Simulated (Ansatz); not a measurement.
# The perfect GaP wire along [100], 14 atoms a period, H-terminated, part 2 of 3

Wanted: the relaxed geometry and the bands of the GaP wire along [100], 14 atoms a period, H-terminated.

Ansatz 0.2.0; DFT PBE, plane waves, PAW; relaxation of a wire's period (the session's first sound run).

So far. Step 2 (The relaxed wire): The cell's length comes to 5.639 Å with spin left out.

## 3. The wire at its relaxed period

This step: DFT PBE, plane waves, PAW; bands of a perfect wire (Ansatz 0.2.0).

At the relaxed period the bands are computed along the axis; those that cross an energy going forward count the channels that a perfect wire would open there.

input.yaml reads:

```yaml
crystal:
  lattice:
    - [15.425, 0.0, 0.0]
    - [0.0, 15.425, 0.0]
    - [0.0, 0.0, 5.6391182082]
  atoms:
    - { symbol: Ga, position: [0.270770998, 0.652807579, 0.937394733] }
    - { symbol: Ga, position: [0.452591787, 0.459648069, 0.002814541] }
    - { symbol: Ga, position: [0.636736145, 0.640682536, 0.033897086] }
    - { symbol: H, position: [0.32262192, 0.323217982, 0.118423396] }
    - { symbol: H, position: [0.417248748, 0.7821258, 0.16905815] }
    - { symbol: H, position: [0.194650673, 0.610955095, 0.076800801] }
    - { symbol: H, position: [0.695660616, 0.705788249, 0.172975195] }
    - { symbol: P, position: [0.374619915, 0.373511534, 0.275471885] }
    - { symbol: P, position: [0.362622699, 0.714672366, 0.254103572] }
    - { symbol: P, position: [0.546550883, 0.546614022, 0.252062909] }
    - { symbol: H, position: [0.206199638, 0.500988226, 0.386131801] }
    - { symbol: H, position: [0.537609046, 0.234242779, 0.311675737] }
    - { symbol: H, position: [0.702798179, 0.401516177, 0.345727874] }
    - { symbol: H, position: [0.312399407, 0.765027983, 0.414318437] }
    - { symbol: Ga, position: [0.271579339, 0.445563356, 0.533389632] }
    - { symbol: Ga, position: [0.464468485, 0.270000074, 0.478512607] }
    - { symbol: Ga, position: [0.451039452, 0.625172435, 0.500684807] }
    - { symbol: Ga, position: [0.633800571, 0.453265777, 0.491972819] }
    - { symbol: H, position: [0.606960594, 0.760225698, 0.589063118] }
    - { symbol: H, position: [0.778915891, 0.595750726, 0.651144328] }
    - { symbol: H, position: [0.242995105, 0.375650647, 0.719479528] }
    - { symbol: H, position: [0.406165428, 0.210541269, 0.636702832] }
    - { symbol: P, position: [0.36299229, 0.546346601, 0.756702858] }
    - { symbol: P, position: [0.538083251, 0.374093989, 0.736239232] }
    - { symbol: P, position: [0.549137534, 0.713396958, 0.737886087] }
    - { symbol: P, position: [0.712857875, 0.54697109, 0.765905808] }
    - { symbol: H, position: [0.259444267, 0.731987905, 0.765331577] }
    - { symbol: H, position: [0.506298574, 0.785397045, 0.842433439] }
    - { symbol: H, position: [0.595606753, 0.326597291, 0.885186369] }
    - { symbol: H, position: [0.766846073, 0.493574467, 0.90850884] }
kpoints:
  mp_grid: { grid: [1, 1, 15] }
  band_path: { path: ["Γ", Z], npoints: 90 }
scf:
  occupations: { method: fermi_dirac, width: 0.05 }
hamiltonian:
  xc: pbe
output:
  dos: { e_range: [-5, 4] }
  write_potential: true
  write_density: true
  volumetric_format: npy
```

Command:

```
$ ansatz run input.yaml --threads 4 --pin off --max-ram 16384MiB --backend cpu --events-out ev --progress --plain --runs-dir out
```

Numbers of over 12 decimals in the logs are rounded to 6 here.

The log of the run:

```text
[...]
Crystal: 30 atoms, lattice volume = 1341.719 Å³
Basis set: ecut = 420 eV, 26303 PW (Γ)
Bands: 101, of which v1, the nominal top of the filled ones, is band 71 counted from 1 (70 counted from 0)
Symmetry: 1 space group operations
[...]
k-points: 8 of 15 (time reversal used)
[...]
SCF iter   1: F=—  HF=-32026.871854 eV  |F-HF|=—  |Δ(HF+E_count)|=         —  Δρ=2.15e-3  dr2=4.44e-1  ethr=1.77e-3  ⟨swp⟩=9.4  Hψ=4455  notcnv=0  defer=85
[...]
SCF iter   9: F=-32026.765839 eV  HF=-32026.765839 eV  |F-HF|=1.01e-8  |Δ(HF+E_count)|=   1.31e-7  Δρ=8.67e-7  dr2=1.26e-8  ethr=7.04e-11  ⟨swp⟩=18.1  Hψ=5162  notcnv=0
SCF 1 converged in 9 iterations: F = -32026.765839 eV  dr2 = 1.26e-8
[...]
NSCF: frozen V_eff on 91 k-points
WARN: The output density's exchange-correlation potential varies sharply where the density is thin. Do not read a vacuum level from v_tot or v_xc, or from such a field of the output density. On a cell that repeats whose density bears no net charge and no dipole along the vacuum's axis use v_es (v_loc + v_h of the components); under efield.dipole_correction with no amplitude use v_es + v_field, which holds any externa [...]
SCF converged after 9 iterations
Free energy (F): -32026.765839 eV
[...]
Internal energy: -32026.765839 eV  (E = F + TS)
E sigma→0 (E₀):  -32026.765839 eV
Fermi energy:    -1.419462 eV
[...]
--- Band table (eV; the first three rows and the last of 8) ---
  k-point 0: bands = [... 67 lower, -3.5369, -3.2686, -3.1397, -3.0294, 0.1768, 0.4323, 0.4931, 0.6647, ... 26 higher]
  k-point 1: bands = [... 67 lower, -3.5409, -3.2690, -3.1474, -3.0399, 0.2007, 0.4337, 0.5077, 0.6605, ... 26 higher]
  k-point 2: bands = [... 67 lower, -3.5515, -3.2755, -3.1680, -3.0672, 0.2593, 0.4348, 0.5435, 0.6735, ... 26 higher]
  k-point 7: bands = [... 67 lower, -3.5503, -3.4152, -3.3910, -3.2742, 0.2604, 0.5093, 0.5932, 0.8585, ... 26 higher]
```

Elapsed: 6.4 min, on 4 threads of Arm Neoverse V1, shared host; peak memory 6.9 GiB.

This step gave:

```yaml
band_gap: 3.206 eV
```

The electronic bands at the labelled points (eV, zero at the Fermi level; v1 is the highest filled band, c1 the lowest empty one):

```
  point     v4     v3     v2     v1    c1    c2    c3    c4
      Γ  -2.12  -1.85  -1.72  -1.61  1.60  1.85  1.91  2.08
halfway  -2.16  -1.90  -1.81  -1.71  1.74  1.87  2.00  2.23
      Z  -2.13  -2.00  -1.97  -1.86  1.68  1.93  2.01  2.28
```

The gap is 3.21 eV, with spin left out.

The path shows a direct gap of 3.21 eV (valence top at Γ, conduction bottom at Γ).

## 4. Strain along the wire, period over the relaxed period 0.96, k-mesh 1×1×12

This step: DFT PBE, plane waves, PAW; relaxation at a fixed period (Ansatz 0.2.0).

The period is set to 0.96 times the relaxed one and the atoms relax within it: strain changes bond lengths and angles, which shifts the bands against each other. Against the first PBE run of this kind, the mesh along the wire has 12 points against 15.

The cell differs from the one that the last finished run ended in (c 5.639 → 5.414 Å).

Edit input.yaml of step 3 so:

```diff
@@ -4,3 +4,3 @@
     - [0.0, 15.425, 0.0]
-    - [0.0, 0.0, 5.6391182082]
+    - [0.0, 0.0, 5.4135534798]
   atoms:
@@ -37,3 +37,3 @@
 kpoints:
-  mp_grid: { grid: [1, 1, 15] }
+  mp_grid: { grid: [1, 1, 12] }
   band_path: { path: ["Γ", Z], npoints: 90 }
@@ -43,6 +43,6 @@
   xc: pbe
+relax:
+  max_steps: 40
+  f_tol: 0.02
 output:
-  dos: { e_range: [-5, 4] }
-  write_potential: true
-  write_density: true
-  volumetric_format: npy
+  stress: true
```

The log of the run:

```text
Warning: output.stress: scf.convergence.dr2_threshold = 1e-7 eV (the SCF's general default) is looser than the 3e-9 eV advised for a printed stress (1e-10 eV for each atom of the cell: 30). What an SCF threshold leaves in a stress goes as its square root, and in the free energy as the threshold itself, and one threshold admits the most on a small cell: [figures from the program's tests cut] Every solve of this run an [...]
[...]
Crystal: 30 atoms, lattice volume = 1288.050 Å³
Basis set: ecut = 420 eV, 25183 PW (Γ), exchange–correlation on 216×216×80 points (8 copies of the dense FFT grid, shifted against one another)
Bands: 101, of which v1, the nominal top of the filled ones, is band 71 counted from 1 (70 counted from 0)
Symmetry: 1 space group operations
[...]
k-points: 7 of 12 (time reversal used)
[...]
SCF iter   1: F=—  HF=-32026.664118 eV  |F-HF|=—  |Δ(HF+E_count)|=         —  Δρ=2.21e-3  dr2=4.64e-1  ethr=1.77e-3  ⟨swp⟩=9.4  Hψ=4006  notcnv=0  defer=70
[...]
SCF iter   6: F=-32026.551492 eV  HF=-32026.551490 eV  |F-HF|=2.17e-6  |Δ(HF+E_count)|=   1.97e-5  Δρ=2.23e-5  dr2=6.52e-6  ethr=7.04e-9  ⟨swp⟩=5.0  Hψ=2715  notcnv=0
SCF 1 converged in 6 iterations: F = -32026.551492 eV  dr2 = 6.52e-6
[...]
relax step   1: F+E_penalty+E_count = -32026.55149168 eV  Δ(F+E_penalty+E_count) = +0.000e0 eV  max|allowed force component| = 3.659e-1 eV/Å  Δτ_max = 0.0000 Å  (6 SCF iters, dr2 threshold 1.00e-5 eV, accepted)
[...]
SCF iter   6: F=-32026.686839 eV  HF=-32026.686841 eV  |F-HF|=2.35e-6  |Δ(HF+E_count)|=   7.41e-6  Δρ=1.68e-5  dr2=3.65e-6  ethr=5.89e-9  ⟨swp⟩=5.0  Hψ=2418  notcnv=0
SCF 2 converged in 6 iterations: F = -32026.686839 eV  dr2 = 3.65e-6
[...]
relax step   2: F+E_penalty+E_count = -32026.68683894 eV  Δ(F+E_penalty+E_count) = -1.353e-1 eV  max|allowed force component| = 1.325e-1 eV/Å  Δτ_max = 0.1168 Å  (6 SCF iters, dr2 threshold 8.37e-6 eV, accepted)
SCF iter   1: F=—  HF=-32026.720541 eV  |F-HF|=—  |Δ(HF+E_count)|=         —  Δρ=3.12e-3  dr2=7.57e-2  ethr=4.67e-4  ⟨swp⟩=4.7  Hψ=1514  notcnv=0  defer=159
[...]
SCF iter   7: F=-32026.706932 eV  HF=-32026.706932 eV  |F-HF|=8.62e-8  |Δ(HF+E_count)|=   8.40e-8  Δρ=2.95e-6  dr2=9.95e-8  ethr=7.73e-10  ⟨swp⟩=4.1  Hψ=2087  notcnv=0
SCF 3 converged in 7 iterations: F = -32026.706932 eV  dr2 = 9.95e-8
[...]
relax step   3: F+E_penalty+E_count = -32026.70693231 eV  Δ(F+E_penalty+E_count) = -2.009e-2 eV  max|allowed force component| = 4.308e-2 eV/Å  Δτ_max = 0.0732 Å  (7 SCF iters, dr2 threshold 1.10e-6 eV, accepted)
[...]
relax step   4: F+E_penalty+E_count = -32026.71005500 eV  Δ(F+E_penalty+E_count) = -3.123e-3 eV  max|allowed force component| = 1.691e-2 eV/Å  Δτ_max = 0.0267 Å  (6 SCF iters, accepted)
[...]
relax step   5: F+E_penalty+E_count = -32026.71111856 eV  Δ(F+E_penalty+E_count) = -1.064e-3 eV  max|allowed force component| = 1.411e-2 eV/Å  Δτ_max = 0.0214 Å  (6 SCF iters, accepted)
SCF iter   1: F=—  HF=-32026.712935 eV  |F-HF|=—  |Δ(HF+E_count)|=         —  Δρ=9.01e-4  dr2=6.11e-3  ethr=4.36e-5  ⟨swp⟩=3.1  Hψ=1337  notcnv=0  defer=159
[...]
SCF iter   6: F=-32026.711892 eV  HF=-32026.711892 eV  |F-HF|=7.64e-11  |Δ(HF+E_count)|=   1.14e-7  Δρ=1.92e-6  dr2=5.38e-8  ethr=7.04e-11  ⟨swp⟩=5.0  Hψ=2417  notcnv=0
SCF 6 converged in 6 iterations: F = -32026.711892 eV  dr2 = 5.38e-8
relax step   6: F+E_penalty+E_count = -32026.71189203 eV  Δ(F+E_penalty+E_count) = -7.735e-4 eV  max|allowed force component| = 1.764e-2 eV/Å  Δτ_max = 0.0312 Å  (6 SCF iters, accepted)
[...]
the band table was solved once a step of the walk had ended and its energy, with any forces and stress, was formed, with the checks that follow a solve (4630 applications of the Hamiltonian). They found nothing against the state; the energy, forces and stress were not computed again (output.eigenvalues in the input reference)
[...]
SCF converged after 6 iterations
Free energy (F): -32026.711892 eV
[...]
Internal energy: -32026.711892 eV  (E = F + TS)
E sigma→0 (E₀):  -32026.711892 eV
Fermi energy:    -1.296123 eV
[...]
--- Forces (eV/Å), atoms counted from 1 ---
  atom   1  Ga    -0.00951548    -0.00423185     0.00923017
  atom   2  Ga    -0.00200206    -0.00601996    -0.00346831
  atom   3  Ga    -0.00119899    -0.00418351     0.00089973
  atom   4  H      0.00042063    -0.00386025     0.00086313
  atom   5  H      0.00584536    -0.00282224     0.00040831
  atom   6  H      0.00004399     0.00100443    -0.00398257
  atom   7  H      0.00303749     0.00085554     0.00159015
  atom   8  P      0.00432182     0.01473206    -0.01764001
  atom   9  P      0.00074859     0.00355808    -0.00011552
  atom  10  P      0.00367037    -0.00308211     0.00489528
  atom  11  H     -0.00656943     0.00313428     0.00033413
  atom  12  H      0.00568154    -0.00240810    -0.00213682
  atom  13  H      0.00337876    -0.00064033    -0.00084029
  atom  14  H     -0.00045310     0.00271508    -0.00249174
  atom  15  Ga    -0.00058668     0.00037788     0.00245292
  atom  16  Ga     0.00336695    -0.00053720     0.00811272
  atom  17  Ga    -0.00757718     0.00357594     0.00792956
  atom  18  Ga    -0.00327308     0.00956718    -0.01089821
  atom  19  H      0.00422572    -0.00371253    -0.00526016
  atom  20  H      0.00223907     0.00437145    -0.00192228
  atom  21  H      0.00233600    -0.00386967     0.00413769
  atom  22  H     -0.00316673    -0.00278442     0.00036153
  atom  23  P      0.00315488    -0.00350605    -0.00250702
  atom  24  P     -0.01279868    -0.00081000     0.01023070
  atom  25  P     -0.00566920     0.00405473     0.00137551
  atom  26  P      0.00366792    -0.00244973    -0.00157201
  atom  27  H      0.00171351    -0.00105587     0.00027390
  atom  28  H     -0.00058891     0.00390526    -0.00304366
  atom  29  H      0.00189218    -0.00129998     0.00172835
  atom  30  H      0.00359373    -0.00466244     0.00110669
  max |Σ_I F_I| component: 8.43e-5 eV/Å
--- Stress (GPa, compression-positive) ---
       -0.002755       0.001741      -0.003896
        0.001741      -0.010635      -0.001935
       -0.003896      -0.001935       0.317442
  P = ⅓ Tr σ = 0.1014 GPa (1.014 kbar)
--- Band table (eV; the first three rows and the last of 7) ---
  k-point 0: bands = [... 67 lower, -3.4141, -3.1038, -2.9867, -2.9089, 0.2859, 0.5749, 0.6236, 0.7556, ... 26 higher]
  k-point 1: bands = [... 67 lower, -3.4196, -3.1115, -3.0001, -2.9221, 0.3272, 0.5698, 0.6497, 0.7518, ... 26 higher]
  k-point 2: bands = [... 67 lower, -3.4338, -3.1418, -3.0355, -2.9494, 0.4107, 0.5641, 0.6836, 0.8114, ... 26 higher]
  k-point 6: bands = [... 67 lower, -3.4492, -3.2645, -3.1891, -3.1157, 0.3704, 0.6738, 0.8176, 1.0273, ... 26 higher]
--- Relaxed structure (6 steps of the walk, 6 accepted, 0 SCFs on fresh bases) ---
  F+E_penalty+E_count = -32026.71189203 eV   max|allowed force component| = 1.764e-2 eV/Å
  atoms:
    - { symbol: Ga, position: [0.265758, 0.653266, 0.941073] }
    - { symbol: Ga, position: [0.451561, 0.459985, 0.00324487] }
    - { symbol: Ga, position: [0.639755, 0.641793, 0.034149] }
    - { symbol: H, position: [0.323951, 0.321805, 0.104189] }
    - { symbol: H, position: [0.416341, 0.785830, 0.151805] }
    - { symbol: H, position: [0.192708, 0.611991, 0.099719] }
    - { symbol: H, position: [0.698252, 0.705058, 0.186717] }
    - { symbol: P, position: [0.373884, 0.370000, 0.277719] }
    - { symbol: P, position: [0.362146, 0.719795, 0.250187] }
    - { symbol: P, position: [0.546911, 0.547917, 0.252252] }
    - { symbol: H, position: [0.203005, 0.494669, 0.371660] }
    - { symbol: H, position: [0.535561, 0.229106, 0.300965] }
    - { symbol: H, position: [0.702309, 0.401778, 0.325789] }
    - { symbol: H, position: [0.315732, 0.771539, 0.422177] }
    - { symbol: Ga, position: [0.268781, 0.443204, 0.533688] }
    - { symbol: Ga, position: [0.464974, 0.265911, 0.480871] }
    - { symbol: Ga, position: [0.449904, 0.627796, 0.501029] }
    - { symbol: Ga, position: [0.635258, 0.451891, 0.489305] }
    - { symbol: H, position: [0.606690, 0.761332, 0.570113] }
    - { symbol: H, position: [0.782022, 0.593368, 0.637211] }
    - { symbol: H, position: [0.240321, 0.377544, 0.739209] }
    - { symbol: H, position: [0.408889, 0.207500, 0.654322] }
    - { symbol: P, position: [0.359614, 0.547342, 0.756793] }
    - { symbol: P, position: [0.539398, 0.372271, 0.738450] }
    - { symbol: P, position: [0.551157, 0.716421, 0.735909] }
    - { symbol: P, position: [0.716704, 0.546234, 0.764656] }
    - { symbol: H, position: [0.249677, 0.728645, 0.752186] }
    - { symbol: H, position: [0.512855, 0.789706, 0.851295] }
    - { symbol: H, position: [0.594975, 0.327336, 0.904946] }
    - { symbol: H, position: [0.771179, 0.495301, 0.918370] }
```

Run time: 7.2 min. Hardware: 4 threads; peak memory 6.7 GiB; 29 min of CPU time.

Relaxation path:

```
step  energy less that of the first step (eV)  largest force component (eV/Å)
   1                                   0.0000                          0.3659
   2                                  -0.1353                          0.1325
   3                                  -0.1554                          0.0431
   4                                  -0.1586                          0.0169
   5                                  -0.1596                          0.0141
   6                                  -0.1604                          0.0176
```

The atoms that moved most (Å):

```
atom      dx      dy      dz  length
 H27  -0.151  -0.052  -0.071   0.174
 H11  -0.049  -0.097  -0.078   0.134
 H28   0.101   0.066   0.048   0.130
  H6  -0.030   0.016   0.124   0.129
 H14   0.051   0.100   0.043   0.121
 H21  -0.041   0.029   0.107   0.118
 H22   0.042  -0.047   0.095   0.114
  H5  -0.014   0.057  -0.093   0.110
```

Final coordinates:

```xyz
30
Lattice="15.4250 0.0000 0.0000 0.0000 15.4250 0.0000 0.0000 0.0000 5.4136" Properties=species:S:1:pos:R:3
Ga    4.0993   10.0766    5.0946
Ga    6.9653    7.0953    0.0176
Ga    9.8682    9.8997    0.1849
H     4.9969    4.9638    0.5640
H     6.4221   12.1214    0.8218
H     2.9725    9.4400    0.5398
H    10.7705   10.8755    1.0108
P     5.7672    5.7073    1.5034
P     5.5861   11.1028    1.3544
P     8.4361    8.4516    1.3656
H     3.1314    7.6303    2.0120
H     8.2610    3.5340    1.6293
H    10.8331    6.1974    1.7637
H     4.8702   11.9010    2.2855
Ga    4.1459    6.8364    2.8891
Ga    7.1722    4.1017    2.6032
Ga    6.9398    9.6838    2.7123
Ga    9.7989    6.9704    2.6489
H     9.3582   11.7435    3.0863
H    12.0627    9.1527    3.4496
H     3.7069    5.8236    4.0017
H     6.3071    3.2007    3.5422
P     5.5470    8.4427    4.0969
P     8.3202    5.7423    3.9976
P     8.5016   11.0508    3.9839
P    11.0552    8.4257    4.1395
H     3.8513   11.2394    4.0720
H     7.9108   12.1812    4.6085
H     9.1775    5.0492    4.8990
H    11.8954    7.6400    4.9716
```

Numbers from this step:

- band gap: 3.195 eV

The electronic bands at the labelled points (eV, zero at the Fermi level; v1 is the highest filled band, c1 the lowest empty one):

| point | v4 | v3 | v2 | v1 | c1 | c2 | c3 | c4 |
| --- | --- | --- | --- | --- | --- | --- | --- | --- |
| Γ | -2.12 | -1.81 | -1.69 | -1.61 | 1.58 | 1.87 | 1.92 | 2.05 |
| halfway | -2.16 | -1.89 | -1.79 | -1.68 | 1.74 | 1.87 | 2.01 | 2.26 |
| Z | -2.15 | -1.97 | -1.89 | -1.82 | 1.67 | 1.97 | 2.11 | 2.32 |

The gap is 3.19 eV, against 3.21 eV under PBE at the relaxed period.

## 5. At a strained period, period over the relaxed period 0.98, k-mesh 1×1×11

The period is set to 0.98 times the relaxed one and the atoms relax within it: strain changes bond lengths and angles, which shifts the bands against each other. Against the first PBE run of this kind, the mesh along the wire has 11 points against 15.

The cell differs from the one that the last finished run ended in (c 5.414 → 5.526 Å).

Edit input.yaml of step 4 so:

```diff
@@ -4,3 +4,3 @@
     - [0.0, 15.425, 0.0]
-    - [0.0, 0.0, 5.4135534798]
+    - [0.0, 0.0, 5.526335844]
   atoms:
@@ -37,3 +37,3 @@
 kpoints:
-  mp_grid: { grid: [1, 1, 12] }
+  mp_grid: { grid: [1, 1, 11] }
   band_path: { path: ["Γ", Z], npoints: 90 }
```

The log of the run:

```text
[...]
Crystal: 30 atoms, lattice volume = 1314.885 Å³
Basis set: ecut = 420 eV, 25719 PW (Γ), exchange–correlation on 216×216×80 points (8 copies of the dense FFT grid, shifted against one another)
Bands: 101, of which v1, the nominal top of the filled ones, is band 71 counted from 1 (70 counted from 0)
Symmetry: 1 space group operations
[...]
- { symbol: P, position: [0.361471, 0.546658, 0.757214] }
    - { symbol: P, position: [0.538786, 0.372960, 0.737186] }
    - { symbol: P, position: [0.549891, 0.715060, 0.737351] }
    - { symbol: P, position: [0.715361, 0.546686, 0.765839] }
    - { symbol: H, position: [0.256520, 0.730995, 0.759100] }
    - { symbol: H, position: [0.508329, 0.787258, 0.846882] }
    - { symbol: H, position: [0.595011, 0.326139, 0.894459] }
    - { symbol: H, position: [0.769358, 0.494358, 0.914264] }
[key lines of the parts left out:]
SCF converged after 7 iterations
Free energy (F): -32026.750649 eV
Fermi energy:    -1.358566 eV
P = ⅓ Tr σ = 0.0283 GPa (0.283 kbar)
```

It took 6.4 min on 4 threads; peak memory 6.9 GiB; 26 min of CPU time.

The steps of the relaxation:

```csv
step,energy less that of the first step (eV),largest force component (eV/Å)
1,0.0000,0.1784
2,-0.0328,0.0792
3,-0.0377,0.0170
```

The atoms that moved most (Å):

```csv
atom,dx,dy,dz,length
H27,-0.045,-0.015,-0.034,0.059
H21,-0.026,0.016,0.045,0.055
H20,0.036,-0.020,-0.034,0.053
H29,-0.009,-0.007,0.051,0.053
H6,-0.039,0.015,0.031,0.052
H30,0.039,0.012,0.032,0.052
H19,-0.008,0.019,-0.046,0.050
H12,-0.014,-0.033,-0.035,0.050
```

The relaxed structure:

```xyz
30
Lattice="15.4250 0.0000 0.0000 0.0000 15.4250 0.0000 0.0000 0.0000 5.5263" Properties=species:S:1:pos:R:3
Ga    4.1393   10.0737    5.1883
Ga    6.9777    7.0900    0.0156
Ga    9.8468    9.8932    0.1885
H     4.9877    4.9739    0.6111
H     6.4184   12.0923    0.9002
H     2.9631    9.4390    0.4553
H    10.7494   10.8838    0.9973
P     5.7688    5.7388    1.5242
P     5.5862   11.0541    1.4010
P     8.4396    8.4367    1.3938
H     3.1536    7.7008    2.1016
H     8.2787    3.5801    1.6872
H    10.8512    6.1969    1.8635
H     4.8353   11.8284    2.3255
Ga    4.1641    6.8632    2.9466
Ga    7.1658    4.1344    2.6449
Ga    6.9530    9.6568    2.7693
Ga    9.7956    6.9800    2.7147
H     9.3541   11.7451    3.2092
H    12.0506    9.1698    3.5645
H     3.7219    5.8100    4.0214
H     6.2838    3.2169    3.5533
P     5.5757    8.4322    4.1846
P     8.3108    5.7529    4.0739
P     8.4821   11.0298    4.0749
P    11.0344    8.4326    4.2323
H     3.9568   11.2756    4.1950
H     7.8410   12.1435    4.6802
H     9.1781    5.0307    4.9431
H    11.8673    7.6255    5.0525
```

The gap is 3.20 eV, against 3.21 eV under PBE at the relaxed period.

[end of part 2 of 3]

[Logs are printed without paths, hosts, clocks, repeated set-up lines and the standing remarks that a program may print on its own settings, such as how far it seeks lower states.]

[Hosts, paths, dates, database ids (printed as entryN), source tags and the programs' standing remarks are cut or masked in the printed files.]
